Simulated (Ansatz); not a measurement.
# Relaxing (11,0) carbon nanotube bundle (176 atoms)

Wanted: the relaxed structure of (11,0) carbon nanotube bundle (176 atoms) and its electronic structure.

Program: Ansatz 0.2.0. Level of theory: Kohn-Sham DFT, PBEsol, PAW (set soft_2), plane waves. Results are calculated unless marked as measured.

Report form: the programs' logs are mostly left out.

## 1. Starting point

The cell holds 176 atoms: 176 C. Its edges and angles: a = 11.913 Å, b = 11.913 Å, c = 17.043 Å, α = 90.0°, β = 90.0°, γ = 120.0°. It derives from C (graphene). Graphene sheet (a = 2.46 Å) rolled into a (11,0) tube of diameter 8.61 Å, 4 periods, hexagonal bundle with 3.3 Å between walls; then minimised and run for 3 ps at 600 K (NVT) with a classical potential, last frame taken.

Before any run, some limits are plain. Sampling is at Γ alone, for a cell whose shortest periodic width is 10 Å.

## 2. Single point at the start

A single point comes first, to see the forces before anything moves.

input.yaml reads:

```yaml
crystal:
  lattice:
    - [11.91347, 0.0, 0.0]
    - [-5.95673, 10.31736, 0.0]
    - [0.0, 0.0, 17.04338]
  atoms:
    - { symbol: C, position: [0.23253, 0.8022, 0.07902] }
    - { symbol: C, position: [0.29448, 0.92074, 0.04159] }
    - { symbol: C, position: [0.3486, 0.03596, 0.07827] }
    - { symbol: C, position: [0.39406, 0.15318, 0.04056] }
    - { symbol: C, position: [0.31807, 0.92481, 0.20604] }
    - { symbol: C, position: [0.36328, 0.04071, 0.16085] }
    - { symbol: C, position: [0.40124, 0.26297, 0.08287] }
    - { symbol: C, position: [0.37033, 0.3448, 0.04254] }
    - { symbol: C, position: [0.39647, 0.15135, 0.20514] }
    - { symbol: C, position: [0.41948, 0.26996, 0.16591] }
    - { symbol: C, position: [0.30562, 0.39482, 0.08631] }
    - { symbol: C, position: [0.21547, 0.40878, 0.04371] }
    - { symbol: C, position: [0.39213, 0.35689, 0.20626] }
    - { symbol: C, position: [0.30845, 0.39445, 0.16684] }
    - { symbol: C, position: [0.1098, 0.3969, 0.0818] }
    - { symbol: C, position: [0.98867, 0.35111, 0.04068] }
    - { symbol: C, position: [0.2236, 0.42331, 0.20834] }
    - { symbol: C, position: [0.11361, 0.40681, 0.16278] }
    - { symbol: C, position: [0.87777, 0.27632, 0.08692] }
    - { symbol: C, position: [0.76091, 0.19395, 0.04462] }
    - { symbol: C, position: [0.99468, 0.34929, 0.20755] }
    - { symbol: C, position: [0.87639, 0.26903, 0.17091] }
    - { symbol: C, position: [0.67764, 0.07386, 0.08185] }
    - { symbol: C, position: [0.60724, 0.95377, 0.04219] }
    - { symbol: C, position: [0.76487, 0.18066, 0.21212] }
    - { symbol: C, position: [0.66718, 0.06974, 0.1662] }
    - { symbol: C, position: [0.578, 0.8355, 0.08489] }
    - { symbol: C, position: [0.60045, 0.74802, 0.0419] }
    - { symbol: C, position: [0.5925, 0.94834, 0.20717] }
    - { symbol: C, position: [0.57538, 0.83676, 0.17124] }
    - { symbol: C, position: [0.64764, 0.68021, 0.0831] }
    - { symbol: C, position: [0.70147, 0.61637, 0.04087] }
    [... 138 atom lines left out ...]
    - { symbol: C, position: [0.01194, 0.62178, 0.83067] }
    - { symbol: C, position: [0.13477, 0.69763, 0.79052] }
    - { symbol: C, position: [0.89365, 0.58227, 0.95374] }
    - { symbol: C, position: [0.01289, 0.61492, 0.91605] }
    - { symbol: C, position: [0.1363, 0.69047, 0.9558] }
    - { symbol: C, position: [0.23521, 0.81259, 0.91657] }
kpoints:
  mp_grid: { grid: [1, 1, 1] }
hamiltonian:
  xc: pbesol
scf:
  occupations: { method: gaussian, width: 0.05 }
output:
  forces: true
  stress: true
  populations: true
  dos:
    method: { smearing: { sigma: 0.15 } }
    de: 0.1
    projected: { site_lists: { C: [C] } }
  eigenvalues: true
```

Command:

```
$ ansatz run input.yaml --threads 4 --pin off --max-ram 8192MiB --backend cpu --events-out ev --progress --plain --runs-dir out
```

Run time: 61 s. Hardware: 4 threads of Arm Neoverse V2, shared host; peak memory 3 GiB.

Read from the output:

```yaml
free_energy: -43382.0932 eV
free_energy_per_atom: -246.4892 eV/atom
scf_cycles: 11
pressure: 2.982 GPa
r_m_s_force_component: 1.504 eV/Å
longest_force: 5.417 eV/Å
fermi_energy: 4.152 eV
spacing_of_highest_filled_and_lowest_empty_level: 0.5034 eV
spilling_of_the_projection: 0.00963
```

The r.m.s. force component of 1.5 eV/Å and the pressure of 3.0 GPa set the starting point.

Length of the force by element:

```tsv
element	coordination	atoms	mean length of the force (eV/Å)	spread	least	most
C	all	176	2.41	1.00	0.163	5.42
```

## 3. Relaxation

The atoms are relaxed in the fixed cell, aiming at the force tolerance of the input.

input.yaml, the sections that differ from step 2:

```yaml
output:
  forces: true
relax:
  f_tol: 0.05
  max_steps: 112
# crystal, kpoints, hamiltonian, scf: as in step 2
```

The job ended after 2.2 min (4 threads; peak memory 2.9 GiB; 8.4 min of CPU time).

The steps of the relaxation:

```tsv
step	energy less that of the first step (eV)	largest force component (eV/Å)
1	0.0000	4.8988
2	-12.4921	2.2937
3	-15.3845	0.2523
4	-15.4457	0.0251
5	-15.4457	0.0251
```

The atoms that moved most (Å):

```tsv
atom	dx	dy	dz	length
C175	-0.274	0.229	0.044	0.360
C3	0.329	0.094	0.087	0.353
C37	-0.114	-0.328	-0.032	0.349
C48	0.323	0.090	0.047	0.338
C174	-0.210	0.233	0.010	0.314
C167	-0.079	-0.290	0.049	0.305
C31	-0.136	-0.254	0.005	0.288
C29	0.266	0.065	0.020	0.275
```

The relaxation changed the energy by -87.8 meV/atom, and atoms moved by 0.15 Å r.m.s., 0.36 Å at most.

## 4. Local order after relaxation

Bonds before and after, by the cutoffs listed below:

```tsv
pair	bonds before	bonds after	mean before (Å)	mean after (Å)	spread before (Å)	spread after (Å)
C-C	264	264	1.420	1.421	0.036	0.002
```

Density 1.68 g/cm³, 11.90 Å³ an atom.

Pair distribution function in bins of 0.2 Å:

```tsv
r (Å)	total
1.40	7.00
1.60	0.00
1.80	0.00
2.00	0.00
2.20	0.00
2.40	4.71
2.60	0.00
2.80	1.78
3.00	0.00
3.20	0.04
3.40	0.18
3.60	1.00
3.80	1.67
4.00	0.32
4.20	2.14
4.40	0.47
4.60	0.90
4.80	0.68
5.00	1.72
5.20	0.90
5.40	0.91
5.60	0.77
5.80	0.72
6.00	1.05
6.20	0.99
6.40	1.08
6.60	1.46
6.80	0.73
```

Bonds by pair of elements; cutoffs follow the first minimum of g(r), held within bounds set by covalent radii, and pairs that aren't listed don't count as bonded:

```tsv
pair A-B	cutoff (Å)	bonds	mean length (Å)	spread (Å)	shortest (Å)	B about A	A about B
C-C	1.82	264	1.42	0.002	1.42	3	3
```

How many atoms have how many bonded neighbours:

```tsv
element	mean	3
C	3	176
```

Bond angles, per cent of each kind in bins of 5°:

```tsv
angle (°)	C-C-C
115–120	39.2
120–125	60.8
```

Bond angles (no mean is given where the spread exceeds 20°):

```tsv
angle	count	mean (°)	spread (°)
C-C-C	528	119	1
```

Rings of the network by King's shortest-path rule, up to 12 atoms, one path for each pair of neighbours; H, halogens, alkali and alkaline-earth atoms are left out, and the last column divides by all other atoms, bonded or not:

```tsv
ring size (atoms)	rings	per network atom
6	88	0.5
```

Counting bonds as in the table, all C atoms have 3 bonded neighbours. The C-C-C angle averages 119° with a spread of 1.0°. All rings counted have 6 atoms.

## 5. Single point at the relaxed geometry

The electronic structure is read at the final geometry, in a run of its own.

input.yaml reads:

```yaml
crystal:
  lattice:
    - [11.91347, 0.0, 0.0]
    - [-5.95673, 10.31736, 0.0]
    - [0.0, 0.0, 17.04338]
  atoms:
    - { symbol: C, position: [0.23166, 0.81172, 0.0834] }
    - { symbol: C, position: [0.3193, 0.9258, 0.04156] }
    - { symbol: C, position: [0.38074, 0.04508, 0.08335] }
    - { symbol: C, position: [0.41245, 0.1606, 0.0416] }
    - { symbol: C, position: [0.31935, 0.92588, 0.20835] }
    - { symbol: C, position: [0.38083, 0.04513, 0.16655] }
    - { symbol: C, position: [0.41113, 0.2634, 0.08332] }
    - { symbol: C, position: [0.37649, 0.34495, 0.04158] }
    - { symbol: C, position: [0.41262, 0.16067, 0.2083] }
    - { symbol: C, position: [0.41123, 0.26344, 0.16658] }
    - { symbol: C, position: [0.31202, 0.39957, 0.08342] }
    - { symbol: C, position: [0.22134, 0.42152, 0.04159] }
    - { symbol: C, position: [0.37667, 0.34502, 0.20836] }
    - { symbol: C, position: [0.31208, 0.39959, 0.16658] }
    - { symbol: C, position: [0.11204, 0.40854, 0.0834] }
    - { symbol: C, position: [0.99352, 0.36167, 0.0417] }
    - { symbol: C, position: [0.2214, 0.42156, 0.20841] }
    - { symbol: C, position: [0.11206, 0.40854, 0.16661] }
    - { symbol: C, position: [0.87575, 0.28645, 0.08344] }
    - { symbol: C, position: [0.76812, 0.18789, 0.04163] }
    - { symbol: C, position: [0.99362, 0.36155, 0.2084] }
    - { symbol: C, position: [0.87576, 0.28628, 0.16672] }
    - { symbol: C, position: [0.67988, 0.07397, 0.08344] }
    - { symbol: C, position: [0.61815, 0.95472, 0.0416] }
    - { symbol: C, position: [0.76807, 0.18762, 0.20844] }
    - { symbol: C, position: [0.67977, 0.07388, 0.16655] }
    - { symbol: C, position: [0.5868, 0.83927, 0.08336] }
    - { symbol: C, position: [0.58884, 0.73689, 0.04162] }
    - { symbol: C, position: [0.61799, 0.9546, 0.20837] }
    - { symbol: C, position: [0.58673, 0.83921, 0.16661] }
    - { symbol: C, position: [0.6239, 0.65558, 0.08337] }
    - { symbol: C, position: [0.68866, 0.60121, 0.04157] }
    [... 138 atom lines left out ...]
    - { symbol: C, position: [0.00658, 0.63759, 0.83338] }
    - { symbol: C, position: [0.12435, 0.71277, 0.79163] }
    - { symbol: C, position: [0.88822, 0.5912, 0.95839] }
    - { symbol: C, position: [0.00659, 0.6375, 0.91663] }
    - { symbol: C, position: [0.12439, 0.71264, 0.95837] }
    - { symbol: C, position: [0.23177, 0.81167, 0.91658] }
kpoints:
  mp_grid: { grid: [1, 1, 1] }
hamiltonian:
  xc: pbesol
scf:
  occupations: { method: gaussian, width: 0.05 }
output:
  forces: true
  stress: true
  populations: true
  dos:
    method: { smearing: { sigma: 0.1 } }
    de: 0.1
    projected: { site_lists: { C: [C] } }
  eigenvalues: true
  write_density: true
  write_potential: true
  volumetric_format: npy
```

Elapsed: 65 s, on 4 threads; peak memory 3 GiB; 4.2 min of CPU time.

The program notes that the exchange-correlation potential is rough where the density is thin.

The run gave:

| Property | Result |
| --- | --- |
| free energy | -43397.5388 eV |
| free energy per atom | -246.5769 eV/atom |
| SCF cycles | 10 |
| pressure | 0.5052 GPa |
| r.m.s. force component | 0.00835 eV/Å |
| longest force | 0.03614 eV/Å |
| Fermi energy | 4.175 eV |
| gap (highest filled to lowest empty level) | 0.8229 eV |
| spilling of the projection | 0.009484 |

The mean of these charges, 0.038 e, is only the charge that the projection spills.

Löwdin charges by element (they lack the spilled electrons, 0.038 e an atom on average):

```tsv
element	coordination	atoms	mean charge (e)	spread	least	most
C	all	176	0.0379	0.0027	0.0345	0.0415
```

States in the cell by windows of 1 eV, zero at the Fermi level; the larger projections on atomic orbitals stand beside the total:

```tsv
from (eV)	to (eV)	total	C p	C s
-14	-13	19.7	12.1	7.3
-13	-12	32.5	21.5	10.6
-12	-11	22.5	15.3	7.0
-11	-10	33.7	25.3	8.1
-10	-9	32.0	25.6	6.1
-9	-8	48.4	41.9	6.0
-8	-7	61.1	56.1	4.1
-7	-6	77.7	74.0	3.2
-6	-5	44.6	43.2	1.1
-5	-4	59.3	57.7	1.3
-4	-3	52.6	52.1	0.3
-3	-2	29.8	29.5	0.1
-2	-1	17.5	17.4	0.0
-1	0	6.8	6.8	0.0
0	1	15.8	15.3	0.2
1	2	24.8	23.7	0.1
2	3	39.1	34.9	1.0
3	4	18.8	14.1	0.1
4	5	30.6	20.7	0.9
```

Between -20 and -14 eV lie 166 more states.

The levels nearest the highest filled one (over half full), pooled over k-points and spins:

```tsv
level less the highest filled one (eV)	occupation
-1.25	2
-1.09	2
-0.557	2
-0.0441	2
-0.0113	2
0	2
0.823	0
0.847	0
0.898	0
0.941	0
1.09	0
1.12	0
```

Electrostatic potential energy in the ca plane at fractional y = 0.408, with atoms of C within 0.2 Å of it. With pseudopotentials it is smooth inside the atoms' cores, unlike the true potential.

Ten even steps from '0' (-63 eV) to '9' (8 eV), each cell a mean:
```
97789999878887899998789879999987888789999878
99999999999999999999999999999999999999999999
99999999999999999999999999999999999999999999
99999999999999999999999999999999999999999999
99999999999999999999999999999999999999999999
99999999999999999999999999999999999999999999
99999999999999999999999999999999999999999999
99999999999999999999999999999999999999999999
99999999999999999999999999999999999999999999
99999999999999999999999999999999999999999999
99999999999999999999999999999999999999999999
99999999999999999999999999999999999999999999
99999999999999999999999999999999999999999999
88799999878887899998788879999987888799999878
87788988778877889887788778898877887788988778
98623752489986236524899862375248998623752489
98501530279985015302799850153027998501530279
86556876557865568765578655687655786556876557
60058997203510589972036005899720351058997203
74368887536743688875367436888753574368887536
98612641379986126413799861264137998612641379
98501530279985115302799850153027998501530279
87667886668876678866688766788666887667886668
85479998646754799986468547999864675479998646
```
Columns run along c (17.0 Å; values clipped at the 3rd and 97th percentile), rows up along a (11.9 Å). Atoms in or near the plane, at fractional coordinates: C at (0.08, 0.31), C at (0.04, 0.22), C at (0.17, 0.31), C at (0.08, 0.11), C at (0.21, 0.22), C at (0.17, 0.11), C at (0.33, 0.31), C at (0.29, 0.22), C at (0.42, 0.31), C at (0.33, 0.11), C at (0.46, 0.22), C at (0.42, 0.11), C at (0.58, 0.31), C at (0.54, 0.22) and more.

Valence density in the ca plane at fractional y = 0.408, with atoms of C within 0.2 Å of it. It is the smooth field of the valence electrons, not physical close to the nuclei.

Ten even steps from '0' (0.0 e/Å³) to '9' (1.9 e/Å³), each cell a mean:
```
23320001232233200012322332000123223320001232
00100000110001000001100010000011000100000110
00000000000000000000000000000000000000000000
00000000000000000000000000000000000000000000
00000000000000000000000000000000000000000000
00000000000000000000000000000000000000000000
00000000000000000000000000000000000000000000
00000000000000000000000000000000000000000000
00000000000000000000000000000000000000000000
00000000000000000000000000000000000000000000
00000000000000000000000000000000000000000000
00000000000000000000000000000000000000000000
11100000111111000001111110000011111100000111
23320001232233200012322332000123223320001232
23553124543235531245432355312354323553123543
12687678841126876788411268767884112687678841
12699999941126999999411269989994112699999941
35985347974459853479743598534797445985347974
99962114899999621148999996211489999962114899
57973225986579732259865797322598657973225986
13798789952137987899521379878995213798789952
12699899841126998999411269989984112699899941
34774236863347742358633477423686334774336863
55641012565556410125655564101256555641012565
```
Columns run along c (17.0 Å), rows up along a (11.9 Å). Atoms in or near the plane, at fractional coordinates: C at (0.08, 0.31), C at (0.04, 0.22), C at (0.17, 0.31), C at (0.08, 0.11), C at (0.21, 0.22), C at (0.17, 0.11), C at (0.33, 0.31), C at (0.29, 0.22), C at (0.42, 0.31), C at (0.33, 0.11), C at (0.46, 0.22), C at (0.42, 0.11), C at (0.58, 0.31), C at (0.54, 0.22) and more.

Löwdin charges run from +0.03 to +0.04 e, about a mean that is the spilled charge alone. The largest share in the top eV of filled states is C p (100 % of the projected weight), and in the lowest eV of empty states C p (98 % of the projected weight).

The surroundings of C61, picked at random, nearest first, numbered as they follow in the input and with coordinates relative to it.

```tsv
atom	x	y	z	distance (Å)	bonds	Löwdin charge (e)
C61	0.00	0.00	0.00	0.00	3	0.04
C100	0.00	0.00	1.42	1.42	3	0.04
C62	-1.22	-0.13	-0.71	1.42	3	0.04
C58	1.21	-0.23	-0.71	1.42	3	0.04
C65	-2.36	-0.62	0.00	2.44	3	0.04
C57	2.31	-0.79	0.00	2.44	3	0.04
C103	-1.23	-0.14	2.13	2.46	3	0.04
C99	1.21	-0.23	2.13	2.46	3	0.04
C55	1.21	-0.22	-2.13	2.46	3	0.04
C59	-1.23	-0.13	-2.13	2.46	3	0.04
```

The column of bonds counts only the pairs C-C within 1.82 Å; other neighbours, such as metal atoms beside each other in a compound, aren't counted, and periodic images can show an atom twice.

## 6. Results

| Item | Value |
| --- | --- |
| energy change in the relaxation | -87.76 meV/atom |
| r.m.s. displacement | 0.149 Å |
| largest displacement | 0.36 Å |
| free energy per atom | -246.5769 eV/atom |
| density | 1.676 g/cm³ |
| pressure | 0.5052 GPa |
| r.m.s. force component | 0.00835 eV/Å |
| gap (highest filled to lowest empty level) | 0.8229 eV |
| wall time of the 3 DFT runs | 4.3 min |

**Reading.** Relaxation lowers the energy by 87.8 meV/atom and moves atoms by 0.15 Å r.m.s.; the r.m.s. force component goes from 1.5 to 0.0083 eV/Å, the pressure goes from 3.0 to 0.51 GPa, and the gap from 0.503 to 0.823 eV. By the final cutoffs no bond was broken or made. First to last step the energy falls by 15.446 eV; the largest move, 0.36 Å, is that of C175, with 1 other atom within 2 % of it. The C-C bonds go from 1.420 Å (spread 0.036) to 1.421 Å (spread 0.002). Counting bonds as in the table, all C atoms have 3 bonded neighbours. Between filled and empty levels lie 0.823 eV at Γ alone; the mesh holds the band edges only if they fold onto it, so the gap at this level can be narrower or closed, while semilocal functionals tend to narrow gaps against experiment.

[Logs are printed without paths, hosts, clocks, repeated set-up lines and the standing remarks that a program may print on its own settings, such as how far it seeks lower states.]

[Hosts, paths, dates, database ids (printed as entryN), source tags and the programs' standing remarks are cut or masked in the printed files.]
